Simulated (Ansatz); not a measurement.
# BN (P6_3mc): refractive index against wavelength

The refractive index of BN (P6_3mc) along x below the direct gap (8.36 eV on the mesh) is read from one computed spectrum, n = √(Re ε). x, y and z are the Cartesian axes of the input cell.

Cell: a, b, c = 2.536, 2.536, 4.199 Å (primitive vectors), 4 atoms.

Method: Ansatz 0.2.0, PBE, independent particles, k-mesh 12×12×6 with interpolation inside its cells, Gaussian parameter 0.1 eV.

Launch of the response step: `ansatz run input.yaml --threads 4 --pin off --max-ram 8192MiB --backend cpu --events-out ev --progress --plain --runs-dir out`. The run took 15 s, on 4 threads of Intel(R) Xeon(R) Platinum 8488C (Sapphire Rapids), on a shared host.

```
wavelength (nm)  photon energy E (eV)       n
            532                 2.331  2.1863
            450                 2.755  2.1986
            405                 3.061       ?
            365                 3.397  2.2220
            308                 4.025  2.2514
            266                 4.661  2.2887
            248                 4.999  2.3123
```

In the single-oscillator model n² − 1 = E₀E_d/(E₀² − E²), so 1/(n² − 1) = E₀/E_d − E²/(E₀E_d) is linear in E².

Working, on the rows shown:

| x = E² (eV²) | y = 1/(n² − 1) |
| --- | --- |
| 5.43137 | 0.264557 |
| 7.59115 | 0.260835 |
| 11.5384 | 0.253982 |
| 16.2043 | 0.245773 |
| 21.7255 | 0.235952 |
| 24.9936 | 0.230058 |

Means: x̄ = 14.581, ȳ = 0.24853. Σ(x − x̄)(y − ȳ) = -0.5359, Σ(x − x̄)² = 303.9. Slope = -0.5359 / 303.9 = -0.001763; intercept = ȳ − slope · x̄ = 0.27424. Turned back into n, the line misses the rows shown by at most 0.00044.

Q: Predict the last column of the withheld row from the fit.

A: At x = 9.3718 the line gives y = 0.25771, that is 2.2091. The run gave 2.2090, so the interpolation is off by 0.00014, 0.1 % of the range in the table.

Refitted with all rows, the slope is -0.001764 and the intercept 0.27425. These give E₀ = √(intercept/−slope) = 12.47 eV and E_d = E₀/intercept = 45.5 eV; E₀ is 1.5 times the direct gap. The electronic limit at long wavelengths, without lattice vibrations, is n = √(1 + 1/intercept) = 2.156. The cell comes from an older database entry, whose edges can be off by a per cent or so. Excitons are left out and so are local fields; PBE gaps are as a rule too small.

[Logs are printed without paths, hosts, clocks, repeated set-up lines and the standing remarks that a program may print on its own settings, such as how far it seeks lower states.]
